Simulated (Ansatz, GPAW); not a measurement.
# Polarising 1T-HfS2 under 1T-MnSeTe, AA with a field along the normal

The dipole of the cell at several fields, atoms fixed. What does the strongest field give, and what length does the slope stand for?

**Method.** GPAW 26.7.0, plane waves (400 eV), PAW setups, PBE, 9×9 mesh, a dipole layer in the vacuum; geometry relaxed without an applied field with Ansatz 0.2.0. The cell's area is 11.37 Å², and e/ε0 = 180.95 V Å.

Results, with one row withheld:

| field (V/Å) | dipole (e Å) |
| --- | --- |
| −0.2 | −0.1339 |
| −0.1 | −0.0645 |
| −0.05 | −0.0298 |
| 0.05 | 0.0395 |
| 0.1 | 0.0742 |
| 0.2 | 0.1435 |
| 0.3 | ? |

**Question.** What is the dipole at 0.3 V/Å?

A: A line through the 6 points has the slope α = 0.693 e Å per V/Å and the intercept p₀ = 0.0048 e Å (r.m.s. residual 2.7e−05). At 0.3 V/Å it gives p = 0.0048 + 0.693 × 0.3 = 0.2129 e Å; the run gives 0.2128 e Å, so the response stays linear to 0.0 % of the induced part. Dividing by ε0 and the area: α/(ε0 A) = 0.693 × 180.95 / 11.37 = 11.04 Å, against 9.05 Å between the outer nuclei.

Caveats: This is the electronic response alone; ions that move would add to it in polar layers. Spin-polarised runs started from parallel moments; another order may lie lower. Spin-orbit coupling is left out, which matters for the heavier atoms here.
